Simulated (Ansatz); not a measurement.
# P chain started as a dimerised line: one chain at several levels of theory, part 2 of 3

Aim: how far do the period, the moment and the conductance of the P chain started as a dimerised line depend on the functional, the datasets and spin-orbit coupling, and at what cost?

Ansatz 0.2.0; DFT PBE, plane waves, PAW; relaxation of a chain's period (the session's first sound run).

So far. Step 2 (Relaxation of atoms and period, level PBE, cutoff 420 …): The cell's length comes to 4.215 Å with no moment. The two atoms stand evenly on a line, so the true period is half of it.

### 3. Bands of the perfect wire, level PBE, k-mesh 1×1×19

This step: DFT PBE, plane waves, PAW; channels and complex bands of a perfect chain (Ansatz 0.2.0).

At the relaxed period the Bloch states of the perfect chain are found at each energy: those that move forward count the open channels, and those that decay describe how a disturbance dies away inside the wire itself. An energy step of 0.035 eV is under the 0.039 eV that the program asks for its thermal average at 300 K.

The input, input.yaml:

```yaml
crystal:
  lattice:
    - [7.5, 0.0, 0.0]
    - [0.0, 7.5, 0.0]
    - [0.0, 0.0, 4.2151607679]
  atoms:
    - { symbol: P, position: [0.5, 0.5, 0.97499968] }
    - { symbol: P, position: [0.5, 0.5, 0.47500032] }
kpoints:
  mp_grid: { grid: [1, 1, 19] }
  band_path: { path: ["Γ", Z], npoints: 60 }
scf:
  occupations: { method: fermi_dirac, width: 0.05 }
hamiltonian:
  xc: pbe
output:
  transmission:
    e_range: [-2, 2]
    de: 0.035
    kmesh: [1, 1]
    reduced_basis: true
    leads: [[0, 0]]
  dos: { projected: true, e_range: [-6, 4] }
  write_potential: true
  write_density: true
  volumetric_format: npy
  elf: true
```

The run is started by

```
$ ansatz run input.yaml --threads 4 --pin off --max-ram 8192MiB --backend cpu --events-out ev --progress --plain --runs-dir out
```

Numbers of over 12 decimals in the logs are rounded to 6 here.

The log of the run:

```text
Warning: the atoms were moved onto the symmetric positions of the space group found under crystal.symmetry.tolerance 1.0e-5 (fractional; no operation is sought that the atoms, as they stand in a round, miss by more than twice it, and no atom is moved by as much as it), and the run uses the moved positions. Before a round's move an operation carried an atom to 2.70e-6 Å from where it should land, the largest such dist [...]
[...]
Crystal: 2 atoms, lattice volume = 237.103 Å³
Basis set: ecut = 420 eV, 4615 PW (Γ)
Bands: 9, of which v1, the nominal top of the filled ones, is band 5 counted from 1 (4 counted from 0)
Symmetry: 32 space group operations
[...]
k-points: 10 of 19
[...]
SCF iter   1: F=—  HF=-1509.018789 eV  |F-HF|=—  |Δ(HF+E_count)|=         —  Δρ=1.48e-3  dr2=4.65e-3  ethr=1.77e-3  ⟨swp⟩=6.8  Hψ=754  notcnv=0
[...]
SCF iter   6: F=-1509.034400 eV  HF=-1509.034400 eV  |F-HF|=4.58e-10  |Δ(HF+E_count)|=   7.70e-9  Δρ=2.13e-7  dr2=7.73e-11  ethr=1.82e-10  ⟨swp⟩=2.7  Hψ=416  notcnv=0
SCF 1 converged in 6 iterations: F = -1509.034400 eV  dr2 = 7.73e-11
[...]
NSCF: frozen V_eff on 61 k-points
transmission: 6 of 36 steps passed
transmission: 12 of 36 steps passed
[...]
transmission: 36 of 36 steps passed
WARN: The output density's exchange-correlation potential varies sharply where the density is thin. Do not read a vacuum level from v_tot or v_xc, or from such a field of the output density. On a cell that repeats whose density bears no net charge and no dipole along the vacuum's axis use v_es (v_loc + v_h of the components); under efield.dipole_correction with no amplitude use v_es + v_field, which holds any externa [...]
SCF converged after 6 iterations
Free energy (F): -1509.034400 eV
[...]
Internal energy: -1509.031296 eV  (E = F + TS)
E sigma→0 (E₀):  -1509.032848 eV
Entropy (-TS):   -0.003104 eV (-1.552 meV/atom)
Fermi energy:    -3.495221 eV
[...]
--- Band table (eV; the first three rows and the last of 10) ---
[...]
--- Transmission ---
  basis      : 497 plane waves across, 6 finite elements along
  points     : 1, standing for a mesh of 1 x 1
  filling    : by the input's occupations and mesh, since the crystals that have channels conduct as metals do. If one of these is a semiconductor, that mesh has misplaced its level
  energies   : 115 from -2.000000 to 1.990000 eV about the Fermi level, 0.035000 eV apart; the leads are filled to 0.000000 eV, and channels, transmission and decay are at -0.005000 eV
  crystal 0  : P2, at the sites [0, 0], period 4.2152 Å: whole cells are its period
    offset         : up to 0.0000 Å between an atom of the period and one for which it stands
    filled         : 38.7 meV over the level at which it is neutral
    channels       : 3.000000e0 a spin
    conductance    : 4.1323e14 S/m² at 300 K; may be off by some 0.0 % by where its bands' edges are placed, 0.0 % from the distance to neutral
```

It took 9.1 s on 4 threads of Arm Neoverse V2, shared host; peak memory 0.46 GiB.

The column dr2 measures how far the density is from self-consistency, as an energy; F and HF (Harris–Foulkes) agree once it is small.

This step gave:

| Property | Result |
| --- | --- |
| energy at zero smearing | -1509.0328 eV |
| channels at the energy nearest the Fermi level, one spin | 3 |
| conductance of the lead as this run defines it | 3.000 G₀ |
| band gap | 0 eV |

The open channels of the lead, one spin stays at 3 for energy from -2 to 1.99 eV.

The slowest values at each energy, most degenerate partners merged, listed up to 1.5 1/Å. Im kz of the slowest decaying states against energy, zero at the Fermi level:

```csv
energy (eV),decay 1 (Å⁻¹),decay 2 (Å⁻¹),decay 3 (Å⁻¹),decay 4 (Å⁻¹)
-2.0000,1.25,1.41,1.50,-
-1.7550,1.22,1.38,1.48,-
-1.5100,1.19,1.36,1.45,-
-1.2650,1.17,1.34,1.43,1.50
-0.9850,1.13,1.31,1.41,1.47
-0.7400,1.11,1.28,1.38,1.45
-0.4950,1.08,1.26,1.36,1.43
-0.2500,1.05,1.23,1.33,1.40
-0.0050,1.01,1.21,1.31,1.38
0.2400,0.982,1.18,1.29,1.36
0.4850,0.948,1.15,1.26,1.33
0.7650,0.908,1.12,1.23,1.31
1.0100,0.872,1.09,1.20,1.28
1.2550,0.834,1.06,1.18,1.25
1.5000,0.793,1.03,1.15,1.23
1.7450,0.751,0.997,1.12,1.20
```

Electronic bands along the path, in eV, zero at the Fermi level:

```csv
point,band 2,band 3,band 4,band 5,band 6,band 7,band 8,band 9
Γ,-5.94,-4.16,-2.71,-2.71,3.42,3.42,3.80,5.50
halfway,-8.43,-2.24,-2.24,-0.92,1.40,1.40,4.25,6.03
Z,-10.78,-0.84,-0.84,-0.84,-0.84,3.42,3.42,6.33
```

The electronic bands as a text plot (rows in eV, shown from -8.0 to 5.5 only):

```
    5.2 |*
    4.7 |                                ****************
    4.1 |     ***************************                *****
    3.5 |******                                               ***
    3.0 |      ********                                     ****
    2.4 |              ******                           ****
    1.8 |                    *******                 ***
    1.3 |                           *****         ***
    0.7 |                                *********
    0.2 |                                 ****  *******
   -0.4 |                             ****             ********
   -1.0 |                          ***                     ******
   -1.5 |                      ****             ***********
   -2.1 |                  ****  ***************
   -2.7 |************************
   -3.2 |         *****
   -3.8 |   ******
   -4.3 |***
   -4.9 |
   -5.5 |
   -6.0 |*******
   -6.6 |       ******
   -7.2 |             *****
   -7.7 |                  ******
         Γ                                                      Z
```

Valence density in the ca plane at fractional y = 0.500, with atoms of P within 0.2 Å of it. It is the smooth field of the valence electrons, not physical close to the nuclei.

Ten even steps from '_' (0.00 e/Å³) to '@' (0.79 e/Å³), each cell a mean:
```
____________________________
____________________________
____________________________
____________________________
____________________________
____________________________
____________________________
............::............::
====--::--========--::--====
####++++++########++++++####
++%%%%%%%%##++++%%%%%%%%##++
..**@@@@@@**....**@@@@@@**..
--##@@%%@@##----##@@%%@@##--
##%%##**##%%####%%##**##%%##
**++----==++****++----==++**
::::......::::::::......::::
..__________....__________..
____________________________
____________________________
____________________________
____________________________
____________________________
____________________________
____________________________
```
Columns run along c (4.2 Å), rows up along a (7.5 Å). Atoms in or near the plane, at fractional coordinates: P at (0.98, 0.50), P at (0.48, 0.50).

Electrostatic potential energy in the ca plane at fractional y = 0.500, with atoms of P within 0.2 Å of it. With pseudopotentials it is smooth inside the atoms' cores, unlike the true potential.

Ten even steps from '_' (-68 eV) to '@' (2 eV), each cell a mean:
```
@@@@@@@@@@@@@@@@@@@@@@@@@@@@
@@@@@@@@@@@@@@@@@@@@@@@@@@@@
@@@@@@@@@@@@@@@@@@@@@@@@@@@@
@@@@@@@@@@@@@@@@@@@@@@@@@@@@
@@@@@@@@@@@@@@@@@@@@@@@@@@@@
@@@@@@@@@@@@@@@@@@@@@@@@@@@@
@@@@@@@@@@@@@@@@@@@@@@@@@@@@
@@@@@@@@@@@@@@@@@@@@@@@@@@@@
%%%%@@@@@@%%%%%%%%@@@@@@%%%%
==**%%%%%%**====**%%%%%%**==
__::**%%**::____::**%%**::__
__..++##++______..++##++____
__::**##**..____::**##**..__
::++##%%##==::::++##%%##==::
##%%@@@@%%%%####%%@@@@%%%%##
@@@@@@@@@@@@@@@@@@@@@@@@@@@@
@@@@@@@@@@@@@@@@@@@@@@@@@@@@
@@@@@@@@@@@@@@@@@@@@@@@@@@@@
@@@@@@@@@@@@@@@@@@@@@@@@@@@@
@@@@@@@@@@@@@@@@@@@@@@@@@@@@
@@@@@@@@@@@@@@@@@@@@@@@@@@@@
@@@@@@@@@@@@@@@@@@@@@@@@@@@@
@@@@@@@@@@@@@@@@@@@@@@@@@@@@
@@@@@@@@@@@@@@@@@@@@@@@@@@@@
```
Columns run along c (4.2 Å; values clipped at the 3rd and 97th percentile), rows up along a (7.5 Å). Atoms in or near the plane, at fractional coordinates: P at (0.98, 0.50), P at (0.48, 0.50).

ELF in the ca plane at fractional y = 0.500, with atoms of P within 0.2 Å of it. It is the smooth field of the valence electrons, not physical close to the nuclei.

Ten even steps from '0' (0.00) to '9' (0.86), each cell a mean:
```
00000000000000
00000000000000
00000000000000
00000000000000
11000111100011
43111344311134
65323566532356
87545788754578
99767999976799
99878999987899
26888522688852
03888200388820
14888401488840
78878867887886
99767999976799
98656899865689
76434677643467
43212344321234
21101122110112
00000000000000
00000000000000
00000000000000
00000000000000
00000000000000
```
Columns run along c (4.2 Å), rows up along a (7.5 Å). Atoms in or near the plane, at fractional coordinates: P at (0.98, 0.50), P at (0.48, 0.50).

By hand: the program gives 4.1323 × 10^14 S/m² over the cell's cross-section of 56.25 Å² = 5.625 × 10^-19 m², so one cell conducts 2.324 × 10^-4 S. Divided by G0 = 2e²/h = 7.748 × 10^-5 S this is 3.00 G0, a resistance of 4.30 kΩ.

At the computed energy nearest the Fermi level there are 3 channels a spin, and the thermal average gives 3.00 G₀.

### 4. The relaxed wire

This step: DFT RPBE, plane waves, PAW; relaxation of a chain's period (Ansatz 0.2.0).

The relaxation is repeated under another functional. RPBE strengthens the exchange enhancement and tends to longer, weaker bonds than PBE.

The input, input.yaml:

```yaml
crystal:
  lattice:
    - [7.5, 0.0, 0.0]
    - [0.0, 7.5, 0.0]
    - [0.0, 0.0, 4.066]
  atoms:
    - { symbol: P, position: [0.5, 0.5, 0.0], spin: 0.3 }
    - { symbol: P, position: [0.5, 0.5, 0.45], spin: 0.3 }
magnetization:
  spin_polarized: true
kpoints:
  mp_grid: { grid: [1, 1, 20] }
scf:
  occupations: { method: fermi_dirac, width: 0.05 }
hamiltonian:
  xc: rpbe
relax:
  cell: { fix: [a, b, alpha, beta, gamma] }
  max_steps: 60
```

The log of the run:

```text
[...]
Crystal: 2 atoms, lattice volume = 228.712 Å³
Basis set: ecut = 420 eV, 4469 PW (Γ), exchange–correlation on 108×108×60 points (8 copies of the dense FFT grid, shifted against one another)
Bands: 10, of which v1, the nominal top of the filled ones, is band 5 counted from 1 (4 counted from 0)
Symmetry: 16 space group operations
[...]
0.000000       0.092792       0.000000
        0.000000       0.000000      -0.007856
  P = ⅓ Tr σ = 0.0592 GPa (0.592 kbar)
--- Relaxed structure (7 steps of the walk, 7 accepted, 1 SCFs on fresh bases) ---
[...]
cell:  # Å, volume = 239.2650 Å³
    - [7.5, 0.0, 0.0]
    - [0.0, 7.5, 0.0]
    - [0.0, 0.0, 4.253600]
  atoms:
    - { symbol: P, position: [0.5, 0.5, -0.024996] }
    - { symbol: P, position: [0.5, 0.5, 0.474996] }
[key lines of the parts left out:]
SCF converged after 6 iterations
Magnetization: -0.0000 μB (5.0000 up, 5.0000 down)
Free energy (F): -1515.801291 eV
Fermi energy:    -3.484897 eV
```

It took 8.9 s on 4 threads; peak memory 0.45 GiB; 33 s of CPU time.

The steps of the relaxation:

```csv
step,energy less that of the first step (eV),largest force component (eV/Å),pressure (GPa),volume (Å³)
1,0.0000,6.3410,2.96,228.71
2,-0.5915,1.4280,0.75,237.16
3,-0.6394,0.2837,-0.41,244.14
4,-0.6692,0.1445,0.20,236.40
5,-0.6725,0.0134,0.15,237.60
6,-0.6739,0.0001,0.08,238.95
7,-0.6739,0.0003,0.05,239.26
8*,-0.6744,0.0003,0.06,239.26
```

Relaxation steps marked * repeat the geometry before them on a plane-wave basis chosen anew for their cell, so energy and pressure can jump there.

The run keeps the 16 symmetry operations that it works with, so distortions that break them were not tested.

```csv
cell as run,before,after,change
c (Å),4.066,4.254,+4.6 %
```

The atoms that moved most (Å, along periodic axes as changes of fractional coordinates times the final cell, across vacuum about the mean position):

```csv
atom,dx,dy,dz,length
P1,0.000,0.000,-0.106,0.106
P2,0.000,0.000,0.106,0.106
```

Final coordinates:

```xyz
2
Lattice="7.5000 0.0000 0.0000 0.0000 7.5000 0.0000 0.0000 0.0000 4.2536" Properties=species:S:1:pos:R:3
P     3.7500    3.7500   -0.1063
P     3.7500    3.7500    2.0204
```

The cell's length comes to 4.254 Å, +0.9 % against the first run, with no moment. The two atoms stand evenly on a line, so the true period is half of it.

### 5. The perfect wire, level RPBE, k-mesh 1×1×19

This step: DFT RPBE, plane waves, PAW; channels and complex bands of a perfect chain (Ansatz 0.2.0).

The channels are counted again under RPBE, at the period that it gave.

The input, input.yaml:

```yaml
crystal:
  lattice:
    - [7.5, 0.0, 0.0]
    - [0.0, 7.5, 0.0]
    - [0.0, 0.0, 4.2535997712]
  atoms:
    - { symbol: P, position: [0.5, 0.5, 0.975003911] }
    - { symbol: P, position: [0.5, 0.5, 0.474996089] }
kpoints:
  mp_grid: { grid: [1, 1, 19] }
  band_path: { path: ["Γ", Z], npoints: 60 }
scf:
  occupations: { method: fermi_dirac, width: 0.05 }
hamiltonian:
  xc: rpbe
output:
  transmission:
    e_range: [-2, 2]
    de: 0.035
    kmesh: [1, 1]
    reduced_basis: true
    leads: [[0, 0]]
  dos: { projected: true, e_range: [-6, 4] }
```

The log of the run:

```text
[...]
Crystal: 2 atoms, lattice volume = 239.265 Å³
Basis set: ecut = 420 eV, 4647 PW (Γ)
Bands: 9, of which v1, the nominal top of the filled ones, is band 5 counted from 1 (4 counted from 0)
Symmetry: 32 space group operations
[...]
k-points: 10 of 19
[...]
Fermi energy:    -3.499123 eV
[...]
--- Band table (eV; the first three rows and the last of 10) ---
[...]
--- Transmission ---
  basis      : 497 plane waves across, 6 finite elements along
  points     : 1, standing for a mesh of 1 x 1
[...]
crystal 0  : P2, at the sites [0, 0], period 4.2536 Å: whole cells are its period
[...]
filled         : 21.8 meV over the level at which it is neutral
    channels       : 3.000000e0 a spin
[...]
[key lines of the parts left out:]
SCF converged after 6 iterations
Free energy (F): -1515.811495 eV
```

It took 10 s on 4 threads; peak memory 0.47 GiB; 33 s of CPU time.

At the computed energy nearest the Fermi level there are 3 channels a spin, and the thermal average gives 3.00 G₀.

### 6. Relaxation of atoms and period

This step: DFT PBEsol, plane waves, PAW; relaxation of a chain's period (Ansatz 0.2.0).

The relaxation is repeated under another functional. PBEsol weakens PBE's gradient terms and usually lands between LDA and PBE.

The input, input.yaml:

```yaml
crystal:
  lattice:
    - [7.5, 0.0, 0.0]
    - [0.0, 7.5, 0.0]
    - [0.0, 0.0, 4.066]
  atoms:
    - { symbol: P, position: [0.5, 0.5, 0.0], spin: 0.3 }
    - { symbol: P, position: [0.5, 0.5, 0.45], spin: 0.3 }
magnetization:
  spin_polarized: true
kpoints:
  mp_grid: { grid: [1, 1, 20] }
scf:
  occupations: { method: fermi_dirac, width: 0.05 }
hamiltonian:
  xc: pbesol
relax:
  cell: { fix: [a, b, alpha, beta, gamma] }
  max_steps: 60
```

The log of the run:

```text
[...]
Crystal: 2 atoms, lattice volume = 228.712 Å³
Basis set: ecut = 420 eV, 4469 PW (Γ), exchange–correlation on 108×108×60 points (8 copies of the dense FFT grid, shifted against one another)
Bands: 10, of which v1, the nominal top of the filled ones, is band 5 counted from 1 (4 counted from 0)
Symmetry: 16 space group operations
[...]
0.000000       0.084982       0.000000
        0.000000       0.000000      -0.015584
  P = ⅓ Tr σ = 0.0515 GPa (0.515 kbar)
--- Relaxed structure (6 steps of the walk, 6 accepted, 1 SCFs on fresh bases) ---
[...]
cell:  # Å, volume = 234.2281 Å³
    - [7.5, 0.0, 0.0]
    - [0.0, 7.5, 0.0]
    - [0.0, 0.0, 4.164055]
  atoms:
    - { symbol: P, position: [0.5, 0.5, -0.025001] }
    - { symbol: P, position: [0.5, 0.5, 0.475001] }
[key lines of the parts left out:]
SCF converged after 6 iterations
Magnetization: -0.0000 μB (5.0000 up, 5.0000 down)
Free energy (F): -1477.406891 eV
Fermi energy:    -3.497505 eV
```

The job ended after 7.6 s (4 threads; peak memory 0.45 GiB).

Relaxation path:

```csv
step,energy less that of the first step (eV),largest force component (eV/Å),pressure (GPa),volume (Å³)
1,0.0000,6.1480,2.60,228.71
2,-0.5159,1.6052,0.55,235.75
3,-0.6046,0.0346,-0.11,236.47
4,-0.6088,0.0349,0.02,234.47
5,-0.6089,0.0038,0.07,234.02
6,-0.6089,0.0001,0.05,234.23
7*,-0.6092,0.0001,0.05,234.23
```

Relaxation steps marked * repeat the geometry before them on a plane-wave basis chosen anew for their cell, so energy and pressure can jump there.

Forces are held to the 16 operations that the run works with; a distortion that breaks them can't arise in this run.

```csv
cell as run,before,after,change
c (Å),4.066,4.164,+2.4 %
```

The atoms that moved most (Å, along periodic axes as changes of fractional coordinates times the final cell, across vacuum about the mean position):

```csv
atom,dx,dy,dz,length
P1,0.000,0.000,-0.104,0.104
P2,0.000,0.000,0.104,0.104
```

Final coordinates:

```xyz
2
Lattice="7.5000 0.0000 0.0000 0.0000 7.5000 0.0000 0.0000 0.0000 4.1641" Properties=species:S:1:pos:R:3
P     3.7500    3.7500   -0.1041
P     3.7500    3.7500    1.9779
```

The cell's length comes to 4.164 Å, -1.2 % against the first run, with no moment. The two atoms stand evenly on a line, so the true period is half of it.

### 7. Bands of the perfect wire, level PBEsol, k-mesh 1×1×20

This step: DFT PBEsol, plane waves, PAW; channels and complex bands of a perfect chain (Ansatz 0.2.0).

The channels are counted again under PBEsol, at the period that it gave.

The input, input.yaml:

```yaml
crystal:
  lattice:
    - [7.5, 0.0, 0.0]
    - [0.0, 7.5, 0.0]
    - [0.0, 0.0, 4.1640549638]
  atoms:
    - { symbol: P, position: [0.5, 0.5, 0.974999387] }
    - { symbol: P, position: [0.5, 0.5, 0.475000613] }
kpoints:
  mp_grid: { grid: [1, 1, 20] }
  band_path: { path: ["Γ", Z], npoints: 60 }
scf:
  occupations: { method: fermi_dirac, width: 0.05 }
hamiltonian:
  xc: pbesol
output:
  transmission:
    e_range: [-2, 2]
    de: 0.035
    kmesh: [1, 1]
    reduced_basis: true
    leads: [[0, 0]]
  dos: { projected: true, e_range: [-6, 4] }
```

The log of the run:

```text
[...]
Crystal: 2 atoms, lattice volume = 234.228 Å³
Basis set: ecut = 420 eV, 4565 PW (Γ)
Bands: 9, of which v1, the nominal top of the filled ones, is band 5 counted from 1 (4 counted from 0)
Symmetry: 32 space group operations
[...]
k-points: 11 of 20
[...]
Fermi energy:    -3.497486 eV
[...]
--- Band table (eV; the first three rows and the last of 11) ---
[...]
--- Transmission ---
  basis      : 497 plane waves across, 6 finite elements along
  points     : 1, standing for a mesh of 1 x 1
[...]
crystal 0  : P2, at the sites [0, 0], period 4.1641 Å: whole cells are its period
[...]
filled         : 10.6 meV over the level at which it is neutral
    channels       : 3.000000e0 a spin
[...]
[key lines of the parts left out:]
SCF converged after 6 iterations
Free energy (F): -1477.406890 eV
```

It took 9.2 s on 4 threads; peak memory 0.46 GiB.

At the computed energy nearest the Fermi level there are 3 channels a spin, and the thermal average gives 3.00 G₀.

(Part 2 of 3 ends here.)

[Logs are printed without paths, hosts, clocks, repeated set-up lines and the standing remarks that a program may print on its own settings, such as how far it seeks lower states.]

[Hosts, paths, dates, database ids (printed as entryN), source tags and the programs' standing remarks are cut or masked in the printed files.]
